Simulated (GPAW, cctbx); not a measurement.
# (ZnSe)2(MgS)2: deformation density and structure factors from DFT

Question: by how much does bonding change the X-ray structure factors of (ZnSe)2(MgS)2, and what does a routine refinement make of it?

The cell is a (ZnSe)2(MgS)2 superlattice along [001] of the zinc-blende type, started at the mean lattice constant and relaxed freely, with no substrate. All numbers below are calculated.

## Step 1: Find the equilibrium geometry

The density hangs on the geometry, so cell and atoms are relaxed first, with the symmetry held. The cutoff is set higher than for the density because stress converges slowly with plane waves.

Settings: GPAW 26.7.0, PBE, 570 eV, 6×6×2 k-points (along the axes of the calculation cell), Fermi–Dirac width 0.05 eV, BFGS to 0.03 eV/Å.

```text
cell
1.0
     4.044650788    0.000000000    0.000000000
     0.000000000    4.044650788    0.000000000
     0.000000000    0.000000000   11.440000000
Zn Se Mg S
2 2 2 2
Direct
0.000000000 0.000000000 0.000000000
0.500000000 0.500000000 0.250000000
0.500000000 0.000000000 0.125000000
0.000000000 0.500000000 0.375000000
0.000000000 0.000000000 0.500000000
0.500000000 0.500000000 0.750000000
0.500000000 0.000000000 0.625000000
0.000000000 0.500000000 0.875000000
```

```console
$ OMP_NUM_THREADS=1 mpirun -n 4 gpaw python run.py > gpaw.log
```

```text
BFGS:    0      -29.115068        0.786597
BFGS:    1      -29.136389        0.638049
BFGS:    2      -29.185083        0.256784
BFGS:    3      -29.188627        0.253360
BFGS:    4      -29.212582        0.143105
BFGS:    5      -29.216712        0.094046
BFGS:    6      -29.217542        0.039727
BFGS:    7      -29.217607        0.026955
cell  4.0456 4.0388 11.4288  90.00 90.00 90.00
volume 186.742 A^3, largest force 0.027 eV/A, largest stress 0.10 GPa
```

After 7 steps the volume has changed by -0.2 % and the energy by -0.103 eV; the largest stress left is 0.10 GPa. It took 8.2 min on 4 cores of Arm Neoverse V1 (shared host), peak memory 1.7 GiB.

Relaxed structure: Pmm2 (no. 25), a = 4.0388 Å, b = 4.0456 Å, c = 11.4288 Å, α = 90.00°, β = 90.00°, γ = 90.00°.

| atom | mult. | x | y | z |
| --- | --- | --- | --- | --- |
| Se1 | 1 | 0 | 1/2 | 0.8820 |
| Se2 | 1 | 1/2 | 0 | 0.6306 |
| Zn1 | 1 | 0 | 0 | 0.0074 |
| Zn2 | 1 | 1/2 | 1/2 | 0.7561 |
| S1 | 1 | 0 | 1/2 | 0.3681 |
| S2 | 1 | 1/2 | 0 | 0.1201 |
| Mg1 | 1 | 0 | 0 | 0.4923 |
| Mg2 | 1 | 1/2 | 1/2 | 0.2434 |

## Step 2: The all-electron density

X-rays see the whole electron density, so the PAW density is rebuilt with its core regions. Subtracting spherical free atoms from the same code cancels the cores and leaves the deformation density Δρ, the part due to bonding.

Settings: PBE, 450 eV, 6×6×3 k-points (along the axes of the calculation cell), Fermi–Dirac width 0.05 eV; primitive cell of 8 atoms.

```console
$ OMP_NUM_THREADS=1 mpirun -n 4 gpaw python run.py > gpaw.log
```

```text
|iter:   1|       0s |  -30.470241 | +0.44 |       |
|iter:   2|       2s |  -30.206152 | -0.72 | -1.14 |
|iter:   3|       4s |  -29.174791 | -0.57 | -1.19 |
...
|iter:  17|      34s |  -29.132276c| -6.87 | -6.80c|
|iter:  18|      36s |  -29.132276c| -7.16 | -7.01c|
|iter:  19|      37s |  -29.132276c| -7.42c| -7.25c|
```

```text
grid (40, 40, 112)  electrons 184.000  moved by bonding 1.831 e
deformation density beyond 0.5 A of the nuclei: max 0.145, min -0.079 e/A^3
atom        x       y       z   Voronoi charge  moment
Se1    0.0000  0.5000  0.8820     -0.235       0.00
Se2    0.5000  0.0000  0.6306     -0.294       0.00
Zn3    0.0000  0.0000  0.0074      0.284       0.00
Zn4    0.5000  0.5000  0.7561      0.257       0.00
S 5    0.0000  0.5000  0.3681     -0.382       0.00
S 6    0.5000  0.0000  0.1201     -0.336       0.00
Mg7    0.0000  0.0000  0.4923      0.346       0.00
Mg8    0.5000  0.5000  0.2434      0.359       0.00
mean inner potential of superposed free atoms 11.907 V
total magnetic moment 0.000 muB
```

Deformation density in a plane through the shortest contact of the Zn atom at the origin, in 0.01 e/Å³ (clipped at ±99); x from -1.6 to 4.0 Å, y from 2.4 down to -2.4 Å:

```text
  2   .   .  -3   0   0  -1  -1  -1  -1  -1  -1  -1  -1  -1  -1
  5   .   .  -6  -1   0  -1  -1  -1  -1  -1  -1  -1  -1  -1  -1
  3   0   5   6   4   1  -1  -1  -1  -1   0   0   0  -1  -1  -1
  2   5  10  10   4   0  -2  -1   0   0   0   2   3   1   0  -1
  1   2   3  -1  -5  -6  -4   0   2   0  -2   2   6   4   1  -1
 -1  -2  -4  -7   .  -3  -6   2   7   1  -7   .   1   2   1   0
 -1  -3  -5  -2   .   .  -8   3  11   6   .   .  -8  -2   0   0
 -1  -2  -5  -5   .  -3  -6   2   8   5  -3   .   1   2   1   0
 -1  -1  -2  -5  -5  -5  -4   0   3   3   3   9  10   6   1  -1
 -1  -1  -1  -1  -2  -3  -2  -1   0   1   3   6   6   0  -3  -3
 -1  -1  -1  -1  -1  -1  -1  -1  -1   0   0  -1  -6  -7  -5  -6
 -1  -1  -1  -1  -1  -1  -1  -1  -1  -1  -2  -5  -3   .   .  -7
 -1  -1  -1  -1  -1  -1  -1  -1  -1  -1  -2  -5  -3   .   .  -7
```

Atoms in or within 0.15 Å of the plane: Zn (3.4, -2.2), Zn (0.0, 0.0), S (2.4, 0.0), S (-1.0, 2.2) Å. Dots mark points within about 0.45 Å of a nucleus; large values next to them are atomic features.

S gains most (-0.36 e) and Mg loses most (+0.35 e), in averages over each element's sites, as electronegativity suggests. Such charges fall far short of formal ones, since overlapping free atoms already put density on their neighbours. Along the shortest contact from the Zn atom at the map's origin, Zn–S at 2.40 Å, Δρ is +0.08 e/Å³ at the midpoint and highest, +0.11, 1.43 Å from Zn (points within 0.5 Å of a nucleus left out): a bond charge, the mark of covalency, pulled towards S. At the midpoints of other shortest contacts it is +0.09 (S–Mg, 2.47 Å), +0.09 (Se–Zn, 2.48 Å) and +0.09 (Se–Mg, 2.56 Å) e/Å³. Point values carry grid noise of about 0.01 e/Å³. The run needed 19 iterations, 46 s.

## Step 3: From the density to structure factors

The Fourier components of Δρ, added to those of the free atoms, give the static X-ray structure factors; the Mott–Bethe relation turns them into the Fourier components V of the potential that fast electrons feel.

```text
static structure factors of the conventional cell: F in electrons, V (Mott-Bethe) in volts
   h  k  l      d  |F| table  |F| free   |F| DFT   change   |V| free  |V| DFT  change %
   0  0  1 11.4288    46.501    46.498    46.482   -0.016     0.975    1.028      5.5
   0  0  2  5.7144     0.374     0.373     0.377    0.004     0.010    0.007        -
   0  1  0  4.0456     0.000     0.000     0.000    0.000     0.000    0.000        -
   1  0  0  4.0388     0.000     0.000     0.000    0.000     0.000    0.000        -
   0  1  1  3.8137    18.430    18.422    18.277   -0.145     0.443    0.492     11.1
   0  0  3  3.8096    19.826    19.806    19.902    0.096     0.541    0.510     -5.7
   1  0  1  3.8080    44.882    44.853    44.715   -0.138     1.071    1.117      4.3
   0  1  2  3.3019   109.472   109.521   110.108    0.587     5.625    5.466     -2.8
   1  0  2  3.2982   108.882   108.937   109.457    0.520     5.613    5.465     -2.6
   1  1  0  2.8583    11.118    11.265    11.958    0.693     0.950    0.811    -14.6
   0  0  4  2.8572    11.157    11.302    11.993    0.691     0.947    0.809    -14.6
   0  1  3  2.7735    41.927    41.875    41.686   -0.189     1.026    1.066      3.9
   1  1  1  2.7729    17.187    17.166    17.099   -0.067     0.378    0.390      3.2
   1  0  3  2.7713    17.705    17.678    17.627   -0.051     0.513    0.512     -0.3
```

The largest X-ray change is +0.69 e on 110, 6.2 % of |F|. For electrons V goes as (Z − F)/g², so a change of F counts against Z − F, which is small at low angle and wherever the atoms' terms cancel: |V| of 110 moves by -14.6 % (0.95 to 0.81 V) against +6.2 % in |F|. The tabulated Hartree–Fock atoms differ from the free DFT atoms by up to 0.15 e, so the choice of reference atom matters too.

## Step 4: Refining ordinary atoms against data with bonding

Routine crystallography fits spherical atoms. To see the bias, intensities are simulated from tabulated atoms plus the DFT change ΔF, so that bonding alone can misfit (6232 reflections of the full sphere, merged to the counts below, to 0.5 Å, 1 % proportional noise plus counting noise, assumed isotropic U as listed, Δρ smeared by the mean U) and refined with cctbx over different ranges.

```
                    range  data      R1  GooF  U Se1 (true 0.0054)  U Se2 (true 0.0054)  U Zn1 (true 0.0056)  U Zn2 (true 0.0056)  largest shift (Å)  Δρ max, min (e/Å³)
                 all data  1859  0.0079  0.96               0.0053               0.0055               0.0055               0.0057             0.0014         0.34, -0.31
 low resolution, d > 0.84   447  0.0058  1.01               0.0053               0.0053               0.0054               0.0054             0.0015         0.13, -0.16
     high order, d < 0.75  1262  0.0096  0.94               0.0054               0.0054               0.0056               0.0057             0.0009         0.34, -0.27
occupancies free, d > 0.7   724  0.0062  0.99               0.0052               0.0055               0.0054               0.0057             0.0016         0.17, -0.23
```

With all data GooF is 0.96, so at this noise the bonding hardly shows; the top residual peak lies 2.24 Å from Zn and 2.24 Å from Zn. No U is off by more than 3 s.u. at low resolution. With Se1 held at 1 and the scale free, the other occupancies refine to Se2 1.000(0.006), Zn1 1.000(0.003), Zn2 1.000(0.007) and S1 1.001(0.008), within three s.u. of full.

## Step 5: Answer

Bonding moves 1.83 e in the primitive cell of (ZnSe)2(MgS)2 and changes the structure factors of the conventional cell in the table above by at most 0.69 e (110, 6.2 %). The shortest bond, Zn–S, has Δρ = +0.08 e/Å³ at its midpoint, a covalent bond charge. With all data GooF is 0.96, so at this noise the bonding hardly shows. Limits: static density, frozen cores, no spin–orbit coupling.

[Outputs are excerpts: Python notices, other lines and further rows are left out; steps that failed or that the build refused (PBEsol, TPSS) are not shown.]

[Logs are printed without paths, hosts, clocks, repeated set-up lines and the standing remarks that a program may print on its own settings, such as how far it seeks lower states.]
